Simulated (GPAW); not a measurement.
# Quasiparticle gap of ZrSe3 (P2_1/m) in GPAW

Wanted: ground state, empty states, screening and self-energy for ZrSe3 (P2_1/m).

Calculated with GPAW 26.7.0; LDA and many-body steps on it, plane waves.

**1. Set-up**

It takes space group P2_1/m (No. 11, monoclinic). Conventional cell: a = 5.411 Å, b = 3.749 Å, c = 9.444 Å, α = 90.00°, β = 97.48°, γ = 90.00°. Nearest to Zr lie 8 Se at 2.72 to 2.87 Å. Se has 4 Zr at 2.72 to 2.87 Å nearest. Se has 1 Se at 2.34 Å and 2 Zr at 2.73 Å nearest. Nearest to Se lie 1 Se at 2.34 Å and 2 Zr at 2.74 Å. Farther neighbours and most contacts between anions are not listed.

The cell and positions come from the Crystallography Open Database and are kept as given unless a step says otherwise.

**2. Ground state**

This step: GPAW 26.7.0; DFT, LDA, plane waves, PAW.

The ground-state density comes first.

run.py reads:

```python
import json
import numpy as np
from gpaw.mpi import world
from ase import Atoms
from gpaw import GPAW, PW, FermiDirac

atoms = Atoms(['Zr', 'Zr', 'Se', 'Se', 'Se', 'Se', 'Se', 'Se'],
    cell=[[5.4109000000, 0.0000000000, 0.0000000000],
      [0.0000000000, 3.7488000000, 0.0000000000],
      [-1.2294209091, 0.0000000000, 9.3636349901]],
    scaled_positions=[[0.2850000000, 0.2500000000, 0.6560000000],
      [0.7150000000, 0.7500000000, 0.3440000000],
      [0.7620000000, 0.2500000000, 0.5540000000],
      [0.2380000000, 0.7500000000, 0.4460000000],
      [0.4560000000, 0.2500000000, 0.1740000000],
      [0.5440000000, 0.7500000000, 0.8260000000],
      [0.8880000000, 0.2500000000, 0.1690000000],
      [0.1120000000, 0.7500000000, 0.8310000000]],
    pbc=(True, True, True))
calc = GPAW(mode=PW(450),
    xc='LDA',
    kpts={'size': (4, 6, 4), 'gamma': True},
    occupations=FermiDirac(0.001),
    nbands=-10,
    convergence={'density': 1e-6, 'bands': -3},
    maxiter=100,
    txt='gs.txt')
atoms.calc = calc
res = {'energy': atoms.get_potential_energy()}
kpts = calc.get_ibz_k_points()
res['kpts'] = kpts
res['eigenvalues'] = [calc.get_eigenvalues(kpt=k) for k in range(len(kpts))]
res['n_electrons'] = calc.get_number_of_electrons()
calc.write('gs.gpw')

if world.rank == 0:
    with open('result.json', 'w') as f:
        json.dump(res, f, default=lambda x: x.tolist())
```

Launch:

```console
mpirun -n 8 gpaw python run.py
```

Numbers of over 12 decimals in the logs are rounded to 6 here.

The program printed:

```text
__  _  _
 | _ |_)|_||  |
 |__||  | ||/\| - 26.7.0

Input parameters:
  mode=PW(ecut=450.000000),
  convergence={'density': 1e-06, 'bands': -3},
  kpts=MonkhorstPack(size=(4, 6, 4), gamma=True),
  maxiter=100,
  nbands=-10,
  occupations=Occupations(name='fermi-dirac', width=0.001, fixmagmom=False),
  xc=XC(name='LDA')
  [... matrices ...]
Diagonalizing LCAO Hamiltonian
Converting LCAO to pw mode

         Se   Se

          Zr
                 Se
           Se
                  Zr

              Se   Se

Atoms  # Å, Bohr magnetons
|   | symbol |         x |        y |        z |    initial magnetic moments |
| 0 |     Zr |  0.735606 | 0.937200 | 6.142545 | ( 0.0000,  0.0000,  0.0000) |
| 1 |     Zr |  3.445873 | 2.811600 | 3.221090 | ( 0.0000,  0.0000,  0.0000) |
| 2 |     Se |  3.442007 | 0.937200 | 5.187454 | ( 0.0000,  0.0000,  0.0000) |
| 3 |     Se |  0.739472 | 2.811600 | 4.176181 | ( 0.0000,  0.0000,  0.0000) |
| 4 |     Se |  2.253451 | 0.937200 | 1.629272 | ( 0.0000,  0.0000,  0.0000) |
| 5 |     Se |  1.928028 | 2.811600 | 7.734363 | ( 0.0000,  0.0000,  0.0000) |
| 6 |     Se |  4.597107 | 0.937200 | 1.582454 | ( 0.0000,  0.0000,  0.0000) |
| 7 |     Se | -0.415628 | 2.811600 | 7.781181 | ( 0.0000,  0.0000,  0.0000) |

Unit cell  # Å
| periodic |         x |        y |        z |  lengths |    angles |
|      yes |  5.410900 | 0.000000 | 0.000000 | 5.410900 | 90.000000 |
|      yes |  0.000000 | 3.748800 | 0.000000 | 3.748800 | 97.480000 |
|      yes | -1.229421 | 0.000000 | 9.363635 | 9.444000 | 90.000000 |

Number of symmetries: 2
Symmetry operations  # r_c * U_cc + t_c -> r_c
|   | kind |            matrix            |
| 0 |  E   |  1, 0, 0,  0, 1, 0,  0, 0, 1 |
| 1 |  i   | -1, 0, 0,  0,-1, 0,  0, 0,-1 |

BZ-sampling:
  Number of BZ points: 96
  Number of IBZ points: 52

  Monkhorst-Pack size: [4, 6, 4]
  Monkhorst-Pack shift: [0.125, 0.083333, 0.125]

K-points  # in reciprocal-cell coordinates
|     |                                coordinates |     weight |
|   0 | (  0.00000000,   0.00000000,   0.00000000) | 0.01041667 |
|   1 | (  0.00000000,   0.00000000,   0.25000000) | 0.02083333 |
|   2 | (  0.00000000,   0.00000000,   0.50000000) | 0.01041667 |
|   3 | (  0.00000000,   0.16666667,  -0.25000000) | 0.02083333 |
|   4 | (  0.00000000,   0.16666667,   0.00000000) | 0.02083333 |
|   5 | (  0.00000000,   0.16666667,   0.25000000) | 0.02083333 |
|   6 | (  0.00000000,   0.16666667,   0.50000000) | 0.02083333 |
|   7 | (  0.00000000,   0.33333333,  -0.25000000) | 0.02083333 |
|   8 | (  0.00000000,   0.33333333,   0.00000000) | 0.02083333 |
|   9 | (  0.00000000,   0.33333333,   0.25000000) | 0.02083333 |
| ... |                                            |            |
|  51 | (  0.50000000,   0.50000000,   0.50000000) | 0.01041667 |

Plane wave coefficients: 4142
Cutoff: 450.000000 eV

Spin-components: 1 (collinear spins)
Bands:           40
Projectors:      42
Spin-degeneracy: 2
Datatype:        complex128

  Storage: CPU
  Wave functions: 137_546_240 bytes (17_193_280 per core)
  Projectors: 96_282_368 bytes (12_035_296 per core)
  [... matrices ...]
Parallelization:
  kpt:    8
  domain: 1
  band:   1

Density:
  Valence electrons: 60.0
  Components: 1
  Grid points: [27 20 48]
  Charge: 0.0  # |e|

Potential:
  Grid points: [27 20 48]

species:
  Zr:
    name:    Zirconium
    Z:       40.0
    valence: 12
    core:    28
    charge:  0.0  # [|e|]
    compensation charges:
      type: gauss
      rc: 0.40  # [Å]
      lmax: 2
    cutoffs:
      filter: 2.39  # [Å]
      core: 1.59  # [Å]
    projectors
    | kind |    occ | energy [eV] | rcut [Å] |
    |   4s |  2.000 |     -54.491 |    1.323 |
    |   5s |  2.000 |      -4.587 |    1.323 |
    |   4p |  6.000 |     -32.510 |    1.334 |
    |   5p |  0.000 |      -1.548 |    1.334 |
    |   4d |  2.000 |      -3.736 |    1.244 |
    |    d |        |      23.475 |    1.244 |

    Using partial waves for Zr as LCAO basis

  Se:
    name:    Selenium
    Z:       34.0
    valence: 6
    core:    28
    charge:  0.0  # [|e|]
    compensation charges:
      type: gauss
      rc: 0.27  # [Å]
      lmax: 2
    cutoffs:
      filter: 1.77  # [Å]
      core: 2.67  # [Å]
    projectors
    | kind |    occ | energy [eV] | rcut [Å] |
    |   4s |  2.000 |     -17.472 |    0.847 |
    |   4p |  4.000 |      -6.656 |    1.005 |
    |    s |        |       9.739 |    0.847 |
    |    p |        |      20.555 |    1.005 |
    |    d |        |       0.000 |    0.847 |

    Using partial waves for Se as LCAO basis

Reference energy: -591676.167234  # eV

eigensolver:
  PPCG
  Converge bands: -3
  niter=2

density mixing:
  MSR1-Mixer
  Pratt-step length: 0.05
  Maximum mixing coefficient: 0.75
  Old densities: 10
  SVD Regularization: 0.005
  Good broyden scale: 1.0
  Trust region scale: 1.0
  Backstep threshold: 4.0
  History deletion threshold: 6.0
  Fourier metric: weight=20.0, sigma=0.015

occupation numbers:
  Fermi-Dirac:
    width: 0.0010  # eV

poisson solver:
  ecut: 3600.000000  # eV

xc functional:
  name: None

Initialization done in: 1.952 s

convergence criteria:
- Maximum integral of absolute [dens]ity change: 1e-06 electrons / valence electron
- Maximum [total energy] change in last 3 cyles: 0.0005 eV / valence electron
- Maximum integral of absolute [eigenst]ate change: 4e-08 eV^2 / valence electron
maximum number of iterations: 100

SCF iterations
|iter     |     time |      energy | eigst |  dens |
|iter:   1|  |  -50.898215 | +0.58 |       |
|iter:   2|  |  -50.736890 | -0.36 | -1.15 |
|iter:   3|  |  -50.433851 | -0.42 | -1.19 |
|iter:   4|  |  -50.234918 | -0.52 | -1.42 |
|iter:   5|  |  -49.996004 | -1.30 | -1.55 |
|iter:   6|  |  -49.994056 | -2.24 | -2.10 |
|iter:   7|  |  -49.992458c| -2.51 | -2.57 |
|iter:   8|  |  -49.992427c| -2.88 | -3.09 |
|iter:   9|  |  -49.992429c| -3.09 | -3.74 |
|iter:  10|  |  -49.992429c| -3.30 | -4.20 |
|iter:  11|  |  -49.992429c| -3.51 | -4.64 |
|iter:  12|  |  -49.992429c| -3.70 | -5.13 |
|iter:  13|  |  -49.992429c| -3.94 | -5.73 |
|iter:  14|  |  -49.992429c| -4.12 | -6.37c|
|iter:  15|  |  -49.992429c| -4.31 | -6.78c|
|iter:  16|  |  -49.992429c| -4.51 | -7.20c|
|iter:  17|  |  -49.992429c| -4.70 | -7.48c|
|iter:  18|  |  -49.992429c| -4.88 | -7.84c|
|iter:  19|  |  -49.992429c| -5.02 | -8.22c|
|iter:  20|  |  -49.992429c| -5.21 | -8.69c|
|iter:  21|  |  -49.992429c| -5.35 | -9.24c|
|iter:  22|  |  -49.992429c| -5.51 | -9.79c|
|iter:  23|  |  -49.992429c| -5.63 |-10.17c|
|iter:  24|  |  -49.992429c| -5.74 |-10.56c|
|iter:  25|  |  -49.992429c| -5.85 |-11.06c|
|iter:  26|  |  -49.992429c| -5.95 |-11.58c|
|iter:  27|  |  -49.992429c| -6.05 |-12.07c|
|iter:  28|  |  -49.992429c| -6.17 |-12.44c|
|iter:  29|  |  -49.992429c| -6.28 |-12.76c|
|iter:  30|  |  -49.992429c| -6.43 |-12.99c|
|iter:  31|  |  -49.992429c| -6.53 |-12.97c|
|iter:  32|  |  -49.992429c| -6.65 |-13.08c|
[...]
|iter:  36|  |  -49.992429c| -6.93 |-13.24c|
|iter:  37|  |  -49.992429c| -7.03 |-13.35c|
|iter:  38|  |  -49.992429c| -7.12 |-13.55c|
|iter:  39|  |  -49.992429c| -7.22 |-13.55c|
|iter:  40|  |  -49.992429c| -7.30 |-13.65c|
|iter:  41|  |  -49.992429c| -7.40c|-13.98c|

Converged in 41 steps
SCF loop duration: 89.674 s (2.187 s/step)
Energy contributions relative to reference atoms: (reference = -591676.167234)
  [... matrices ...]
Energy contributions:
  Kinetic:          53.831812
  Coulomb:         -56.169787
  Zero:              0.363305
  External:          0.000000
  Xc:              -48.017759
  Entropy:          -0.000000
  Spinorbit:         0.000000
  ----------------------------
  Free energy:     -49.992429
  Extrapolated:    -49.992429

dipole moment: (0.000095, 0.000085, 0.000213)  # |e|*Ang

Fermi level: 6.235
Eigenvalues  # (at kpt = [0.000, 0.000, 0.000])
| band index |      eig [eV] | occ [0-2] |
|          0 |       -42.820 |     2.000 |
|        ... |               |           |
|         22 |         4.131 |     2.000 |
|         23 |         5.022 |     2.000 |
|         24 |         5.280 |     2.000 |
|         25 |         5.418 |     2.000 |
|         26 |         5.429 |     2.000 |
|         27 |         5.538 |     2.000 |
|         28 |         5.994 |     2.000 |
|         29 |         6.112 |     2.000 |
|         30 |         6.759 |     0.000 |
[...]
|         34 |         9.155 |     0.000 |
|         35 |         9.242 |     0.000 |
|         36 |         9.612 |     0.000 |
|         37 |         9.648 |     0.000 |
|        ... |               |           |
|         39 |        10.339 |     0.000 |

Gap: 0.290 eV
Transition (v -> c):
  (s=0, k=0, n=29, [0.00, 0.00, 0.00]) -> (s=0, k=42, n=30, [0.50, 0.17, 0.00])
Direct/indirect transitions are different
Direct gap: 0.580 eV
Transition at: (s=0, k=1, n=29, [0.00, 0.00, 0.25])
# Writing to gs.gpw (mode='')
  [... matrices ...]
```

Run time: 94 s. Hardware: 8 MPI ranks of Arm Neoverse V1, shared host; peak memory 1.7 GiB; 12 min of CPU time.

Numbers from this step:

* total energy: -49.99 eV
* gap: 0.2904 eV
* k of the valence top: 0, 0, 0
* k of the conduction bottom: 0.5, 0.1667, 0
* least direct gap: 0.5805 eV

The gap is indirect, with the least direct gap 0.29 eV higher.

**3. Bands along the symmetry lines**

The cheap functional maps the bands first; the places of the edges decide which points the dearer methods must see.

run.py reads:

```python
import json
import numpy as np
from gpaw.mpi import world
from gpaw import GPAW

path = [[0.000000, 0.000000, 0.000000],
    [0.000000, 0.062500, 0.000000],
    [0.000000, 0.125000, 0.000000],
    [0.000000, 0.187500, 0.000000],
    [0.000000, 0.250000, 0.000000],
    [0.000000, 0.312500, 0.000000],
    [0.000000, 0.375000, 0.000000],
    [0.000000, 0.437500, 0.000000],
    [0.000000, 0.500000, 0.000000],
    [0.000000, 0.500000, 0.062500],
    [0.000000, 0.500000, 0.125000],
    [0.000000, 0.500000, 0.187500],
    [0.000000, 0.500000, 0.250000],
    [0.000000, 0.500000, 0.312500],
    [0.000000, 0.500000, 0.375000],
    [0.000000, 0.500000, 0.437500],
    [0.000000, 0.500000, 0.500000],
    [0.000000, 0.437500, 0.500000],
    [0.000000, 0.375000, 0.500000],
    [0.000000, 0.312500, 0.500000],
    [0.000000, 0.250000, 0.500000],
    [0.000000, 0.187500, 0.500000],
    [0.000000, 0.125000, 0.500000],
    [0.000000, 0.062500, 0.500000],
    [0.000000, 0.000000, 0.500000],
    [0.000000, 0.000000, 0.437500],
    [0.000000, 0.000000, 0.375000],
    [0.000000, 0.000000, 0.312500],
    [0.000000, 0.000000, 0.250000],
    [0.000000, 0.000000, 0.187500],
    [0.000000, 0.000000, 0.125000],
    [0.000000, 0.000000, 0.062500],
    [0.000000, 0.000000, 0.000000],
    [-0.062500, 0.000000, 0.062500],
    [-0.125000, 0.000000, 0.125000],
    [-0.187500, 0.000000, 0.187500],
    [-0.250000, 0.000000, 0.250000],
    [-0.312500, 0.000000, 0.312500],
    [-0.375000, 0.000000, 0.375000],
    [-0.437500, 0.000000, 0.437500],
    [-0.500000, 0.000000, 0.500000],
    [-0.500000, 0.062500, 0.500000],
    [-0.500000, 0.125000, 0.500000],
    [-0.500000, 0.187500, 0.500000],
    [-0.500000, 0.250000, 0.500000],
    [-0.500000, 0.312500, 0.500000],
    [-0.500000, 0.375000, 0.500000],
    [-0.500000, 0.437500, 0.500000],
    [-0.500000, 0.500000, 0.500000],
    [-0.437500, 0.500000, 0.437500],
    [-0.375000, 0.500000, 0.375000],
    [-0.312500, 0.500000, 0.312500],
    [-0.250000, 0.500000, 0.250000],
    [-0.187500, 0.500000, 0.187500],
    [-0.125000, 0.500000, 0.125000],
    [-0.062500, 0.500000, 0.062500],
    [0.000000, 0.500000, 0.000000],
    [-0.062500, 0.500000, 0.000000],
    [-0.125000, 0.500000, 0.000000],
    [-0.187500, 0.500000, 0.000000],
    [-0.250000, 0.500000, 0.000000],
    [-0.312500, 0.500000, 0.000000],
    [-0.375000, 0.500000, 0.000000],
    [-0.437500, 0.500000, 0.000000],
    [-0.500000, 0.500000, 0.000000],
    [-0.500000, 0.437500, 0.000000],
    [-0.500000, 0.375000, 0.000000],
    [-0.500000, 0.312500, 0.000000],
    [-0.500000, 0.250000, 0.000000],
    [-0.500000, 0.187500, 0.000000],
    [-0.500000, 0.125000, 0.000000],
    [-0.500000, 0.062500, 0.000000],
    [-0.500000, 0.000000, 0.000000],
    [-0.437500, 0.000000, 0.000000],
    [-0.375000, 0.000000, 0.000000],
    [-0.312500, 0.000000, 0.000000],
    [-0.250000, 0.000000, 0.000000],
    [-0.187500, 0.000000, 0.000000],
    [-0.125000, 0.000000, 0.000000],
    [-0.062500, 0.000000, 0.000000],
    [0.000000, 0.000000, 0.000000]]
calc = GPAW('gs.gpw').fixed_density(kpts=path,
    symmetry='off',
    nbands=40,
    convergence={'bands': 36},
    txt='bands.txt')
res = {}
kpts = calc.get_ibz_k_points()
res['kpts'] = kpts
res['eigenvalues'] = [calc.get_eigenvalues(kpt=k) for k in range(len(kpts))]
res['n_electrons'] = calc.get_number_of_electrons()

if world.rank == 0:
    with open('result.json', 'w') as f:
        json.dump(res, f, default=lambda x: x.tolist())
```

Launch:

```console
mpirun -n 8 gpaw python run.py
```

The program printed:

```text
Diagonalizing LCAO Hamiltonian
Converting LCAO to pw mode
convergence criteria:
- Maximum integral of absolute [eigenst]ate change: 4e-08 eV^2 / valence electron
maximum number of iterations: 100

SCF iterations
|iter     |     time |      energy | eigst |  dens |
|iter:   1|  |             | +0.53 |       |
|iter:   2|  |             | -0.53 |       |
|iter:   3|  |             | -1.30 |       |
[...]
|iter:  43|  |             | -7.17 |       |
|iter:  44|  |             | -7.35 |       |
|iter:  45|  |             | -7.45c|       |
SCF steps: 45
  __  _  _
 | _ |_)|_||  |
 |__||  | ||/\| - 26.7.0

Input parameters:
  mode=PW(ecut=450.000000),
  convergence={'bands': 36},
  gpts=array([27, 20, 48]),
  kpts=KPoints(kpts=array([[ 0.    ,  0.    ,  0.    ],
         [ 0.    ,  0.0625,  0.    ],
         [ 0.    ,  0.125 ,  0.    ],
         [ 0.    ,  0.1875,  0.    ],
         [ 0.    ,  0.25  ,  0.    ],
         [ 0.    ,  0.3125,  0.    ],
         [ 0.    ,  0.375 ,  0.    ],
[...]
[ 0.    ,  0.5   ,  0.0625],
[...]
[ 0.    ,  0.5   ,  0.1875],
[...]
[ 0.    ,  0.5   ,  0.3125],
[...]
[ 0.    ,  0.1875,  0.5   ],
[...]
[ 0.    ,  0.0625,  0.5   ],
[...]
[ 0.    ,  0.    ,  0.1875],
[...]
[ 0.    ,  0.    ,  0.0625],
         [ 0.    ,  0.    ,  0.    ],
         [-0.0625,  0.    ,  0.0625],
         [-0.125 ,  0.    ,  0.125 ],
         [-0.1875,  0.    ,  0.1875],
         [-0.25  ,  0.    ,  0.25  ],
         [-0.3125,  0.    ,  0.3125],
         [-0.375 ,  0.    ,  0.375 ],
[...]
[-0.5   ,  0.0625,  0.5   ],
[...]
[-0.5   ,  0.1875,  0.5   ],
[...]
[-0.5   ,  0.3125,  0.5   ],
[...]
[-0.1875,  0.5   ,  0.1875],
[...]
[-0.0625,  0.5   ,  0.0625],
         [ 0.    ,  0.5   ,  0.    ],
         [-0.0625,  0.5   ,  0.    ],
[...]
[-0.1875,  0.5   ,  0.    ],
[...]
[-0.3125,  0.5   ,  0.    ],
[...]
[-0.5   ,  0.1875,  0.    ],
[...]
[-0.5   ,  0.0625,  0.    ],
[...]
[-0.25  ,  0.    ,  0.    ],
         [-0.1875,  0.    ,  0.    ],
         [-0.125 ,  0.    ,  0.    ],
         [-0.0625,  0.    ,  0.    ],
         [ 0.    ,  0.    ,  0.    ]])),
  maxiter=100,
  nbands=40,
  occupations=Occupations(name='fermi-dirac', width=0.001, fixmagmom=False),
  parallel={},
  symmetry=Symmetry(point_group=False, time_reversal=False),
  xc=XC(name='LDA')
```

It took 2.2 min on 8 MPI ranks; peak memory 2 GiB; 16 min of CPU time.

Numbers from this step:

* gap: 0.2856 eV
* k of the valence top: -0.125, 0, 0
* k of the conduction bottom: -0.5, 0.125, 0
* least direct gap: 0.5774 eV

The gap is 0.286 eV, −0.005 eV from the run before at this level.

The electronic bands at the labelled points (eV, zero at the top of the highest filled band):

```
  point  band 27  band 28  band 29  band 30  band 31  band 32  band 33  band 34
      Γ    -0.69    -0.58    -0.12     0.00     0.64     1.01     2.64     2.83
halfway    -1.28    -1.22    -1.02    -0.88     1.76     1.96     2.68     2.80
      Z    -1.69    -1.69    -1.15    -1.15     2.38     2.38     2.77     2.77
halfway    -1.79    -1.79    -1.14    -1.14     2.40     2.40     2.78     2.78
      D    -1.91    -1.91    -1.14    -1.14     2.41     2.41     2.78     2.78
halfway    -1.22    -1.09    -0.98    -0.91     1.60     2.19     2.64     2.86
      B    -0.69    -0.59    -0.15    -0.10     0.48     1.18     2.65     2.80
halfway    -0.69    -0.58    -0.14    -0.05     0.53     1.13     2.66     2.79
      Γ    -0.69    -0.58    -0.12     0.00     0.64     1.01     2.64     2.83
halfway    -0.87    -0.57    -0.56    -0.09     0.78     1.13     1.81     2.09
      A    -1.49    -0.89    -0.45    -0.42     0.31     0.54     1.14     1.23
halfway    -1.34    -1.18    -1.05    -0.99     0.36     0.53     2.08     2.19
      E    -1.67    -1.67    -1.42    -1.42     0.55     0.55     2.51     2.51
halfway    -1.55    -1.55    -1.27    -1.27     2.25     2.25     2.40     2.40
      Z    -1.69    -1.69    -1.15    -1.15     2.38     2.38     2.77     2.77
halfway    -1.51    -1.51    -1.20    -1.20     2.10     2.10     2.46     2.46
     C2    -1.82    -1.82    -1.32    -1.32     0.54     0.54     2.42     2.42
halfway    -1.30    -1.27    -1.18    -1.00     0.33     0.54     2.01     2.06
     Y2    -0.98    -0.56    -0.37    -0.30     0.30     0.64     1.11     1.20
halfway    -0.56    -0.51    -0.37    -0.06     0.83     1.08     1.81     2.14
      Γ    -0.69    -0.58    -0.12     0.00     0.64     1.01     2.64     2.83
```

**4. Empty states on the mesh, 4×4×2 mesh, 262 bands**

The sums over transitions need many empty states on a uniform mesh; this step solves for them.

run.py reads:

```python
import json
import numpy as np
from gpaw.mpi import world
from gpaw import GPAW

calc = GPAW('gs.gpw').fixed_density(kpts={'size': (4, 4, 2), 'gamma': True},
    nbands=305,
    convergence={'bands': 262},
    txt='nscf.txt')
calc.write('full.gpw', mode='all')
res = {}
kpts = calc.get_ibz_k_points()
res['kpts'] = kpts
res['eigenvalues'] = [calc.get_eigenvalues(kpt=k) for k in range(len(kpts))]
res['n_electrons'] = calc.get_number_of_electrons()

if world.rank == 0:
    with open('result.json', 'w') as f:
        json.dump(res, f, default=lambda x: x.tolist())
```

Launch:

```console
mpirun -n 8 gpaw python run.py
```

The program printed:

```text
Diagonalizing LCAO Hamiltonian
Converting LCAO to pw mode
convergence criteria:
- Maximum integral of absolute [eigenst]ate change: 4e-08 eV^2 / valence electron
maximum number of iterations: 100

SCF iterations
|iter     |     time |      energy | eigst |  dens |
|iter:   1|  |             | +4.09 |       |
|iter:   2|  |             | +2.89 |       |
|iter:   3|  |             | +1.77 |       |
[...]
|iter:  14|  |             | -6.95 |       |
|iter:  15|  |             | -7.39 |       |
|iter:  16|  |             | -7.70c|       |
SCF steps: 16
  __  _  _
 | _ |_)|_||  |
 |__||  | ||/\| - 26.7.0

Input parameters:
  mode=PW(ecut=450.000000),
  convergence={'bands': 262},
  gpts=array([27, 20, 48]),
  kpts=MonkhorstPack(size=(4, 4, 2), gamma=True),
  maxiter=100,
  nbands=305,
  occupations=Occupations(name='fermi-dirac', width=0.001, fixmagmom=False),
  parallel={},
  xc=XC(name='LDA')
# Writing to full.gpw (mode='all')
  [... matrices ...]

timing:  # [seconds]
  Total: 0.324  # ━━━━━━━━━━━━━━━━━━━━━━━━━━━━━━━━━━━━━━━━━━━━━━━━━━━━━━━━━━━
```

Run time: 3.1 min. Hardware: 8 MPI ranks; peak memory 2.1 GiB; 22 min of CPU time.

Numbers from this step:

```
gap                                                           : 0.3077 eV
k of the valence top                                          : 0, 0, 0
k of the conduction bottom                                    : 0.5, 0, 0
least direct gap                                              : 0.5848 eV
k points computed                                             : 20
lowest point of the top converged band, above the valence top : 56.1388 eV
```

On this mesh the gap is 0.308 eV.

[end of part 1 of 2]

[Paths, hosts, dates, memory and timing lines, banners, echoed tables and standing remarks are left out of the program output.]

[Logs are printed without paths, hosts, clocks, repeated set-up lines and the standing remarks that a program may print on its own settings, such as how far it seeks lower states.]

[Runs of the session that timed out or met a known fault of the program may be left out.]

[Hosts, paths, dates, database ids (printed as entryN), source tags and the programs' standing remarks are cut or masked in the printed files.]
